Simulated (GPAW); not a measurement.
Two runs for the V K edge of atom 2 in VRhO4 (Cmmm). Run A: GPAW, LDA + U (V 3.3 eV), excited-electron core hole (neutral cell), 12-atom cell with 5.5 Å between holes, 4×4×4 k points, dipole transitions, Gaussian full width 1.01 eV up to 4 eV, rising linearly to 3.5 eV at 25 eV. Run B differs in one choice.

Energy from the lowest empty level; intensity scaled to a mean of 1 over the first 20 eV:

```tsv
E (eV)	A	B
-2.0	0.00	0.00
-1.4	0.00	0.00
-0.8	0.00	0.00
-0.2	0.01	0.01
0.4	0.04	0.04
1.0	0.09	0.09
1.6	0.23	0.18
2.2	0.40	0.45
2.8	0.33	0.38
3.4	0.18	0.16
4.0	0.11	0.13
4.6	0.05	0.04
5.2	0.02	0.03
5.8	0.01	0.00
6.4	0.01	0.00
7.0	0.03	0.03
7.6	0.06	0.03
8.2	0.13	0.13
8.8	0.25	0.18
9.4	0.45	0.32
10.0	0.69	0.86
10.6	0.83	0.92
11.2	0.84	0.87
11.8	0.82	0.83
12.4	0.83	0.76
13.0	0.90	0.79
13.6	1.04	1.06
14.2	1.27	1.19
14.8	1.61	1.19
15.4	2.07	1.88
16.0	2.53	3.05
16.6	2.83	3.32
17.2	2.93	3.04
17.8	2.89	2.96
18.4	2.82	2.88
19.0	2.80	2.64
19.6	2.84	2.52
20.2	2.93	2.92
20.8	2.98	3.69
21.4	2.95	3.58
22.0	2.82	2.66
22.6	2.64	2.23
23.2	2.47	2.62
23.8	2.29	2.78
24.4	2.08	2.53
25.0	1.84	2.03
25.6	1.60	1.34
26.2	1.42	0.98
26.8	1.31	1.04
27.4	1.27	1.26
28.0	1.29	1.40
28.6	1.32	1.42
29.2	1.37	1.36
29.8	1.43	1.32
30.4	1.51	1.42
31.0	1.62	1.61
31.6	1.75	1.69
```

Q: What was changed?
a) the broadening
b) the k mesh of the spectrum
c) the plane-wave cutoff
d) the k mesh of the field

(a): run B changes the broadening from Gaussian full width 1.01 eV up to 4 eV, rising linearly to 3.5 eV at 25 eV to Gaussian full width 0.5 eV up to 4 eV, rising linearly to 1.5 eV at 25 eV. Against the first run the r.m.s. difference is 14 %. The highest intensity below 24 eV goes from 20.9 eV (2.99) to 21.0 eV (3.79). Other settings could leave a like mark; this is the one that was changed.

[Banner, clock and machine lines of the logs are left out without a mark of their own.]

[Logs are printed without paths, hosts, clocks, repeated set-up lines and the standing remarks that a program may print on its own settings, such as how far it seeks lower states.]

[Hosts, paths, dates, database ids (printed as entryN), source tags and the programs' standing remarks are cut or masked in the printed files.]

[Lists of maxima count a maximum above −3 eV only where it reaches 4 % of the highest in the window and stands out from its surroundings by 2 % of it (1.5 % where it reaches 55 %); shoulders and weaker maxima are passed over, and of the rest the first, up to two pre-edge ones and the few strongest are named.]
